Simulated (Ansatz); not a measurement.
# Zn3Sb4O6F6: which shell does photoemission see at 21.2 and 150 eV? (PBE)

The valence band of Zn3Sb4O6F6 mixes several shells. Work out by hand which one leads the spectrum's area at each photon energy.

Filled states come from the projected DOS of Ansatz 0.2.0 (PBE, plane waves); cross sections σ and asymmetry parameters β are those of free atoms in a Dirac–Hartree–Slater calculation. A shell's area is states × σ × angular factor, which is 1 + β·P₂(cos θ) for linear light, with θ = 0° from the polarisation and P₂ = 1.000.

**At 21.2 eV** (states counted from 11.2 eV below the zero; other shells add 17 to the products' sum of 278):

```
shell  filled states a cell  cross section (Mb an electron)     β  angular factor  product  share by hand (%)  share in the simulated spectrum (%)
 F 2s                  0.22                               0  0.00            1.00        0                  0                                    0
 F 2p                 34.50                            2.03  0.40            1.40     97.6                 35                                   35
 O 2s                  0.88                               0  0.00            1.00        0                  0                                    0
 O 2p                 30.67                            2.73  0.81            1.81      152                 55                                   55
Zn 3d                 29.82                           0.394  0.01            1.01     11.9                  4                                    4
```

**At 150 eV** (states counted from 28.4 eV below the zero; other shells add 1 to the products' sum of 60.6):

| shell | filled states a cell | cross section (Mb an electron) | β | angular factor | product | share by hand (%) | share in the simulated spectrum (%) |
| --- | --- | --- | --- | --- | --- | --- | --- |
| F 2s | 11.72 | 0.171 | 2.00 | 3.00 | 6 | 10 | 10 |
| F 2p | 34.51 | 0.157 | 1.49 | 2.49 | 13.5 | 22 | 22 |
| O 2s | 10.55 | 0.148 | 2.00 | 3.00 | 4.69 | 8 | 8 |
| O 2p | 30.86 | 0.0983 | 1.46 | 2.46 | 7.47 | 12 | 12 |
| Zn 3d | 29.94 | 0.509 | 0.83 | 1.83 | 27.9 | 46 | 47 |

O 2p leads at 21.2 eV and Zn 3d at 150 eV. Between the two energies σ of O 2p changes by a factor 0.036 and that of Zn 3d by 1.3, so their ratio moves 36-fold in favour of the second. The simulated spectrum uses the same rule on the energy-resolved DOS, so the two share columns agree within a few points.

Only crystals where the two columns agree within 4 points and the lead is clear are worked in this form. Free-atom cross sections ignore the solid's final states, no escape depth or background enters, and the count of states a shell hangs on the projection.

[Logs are printed without paths, hosts, clocks, repeated set-up lines and the standing remarks that a program may print on its own settings, such as how far it seeks lower states.]
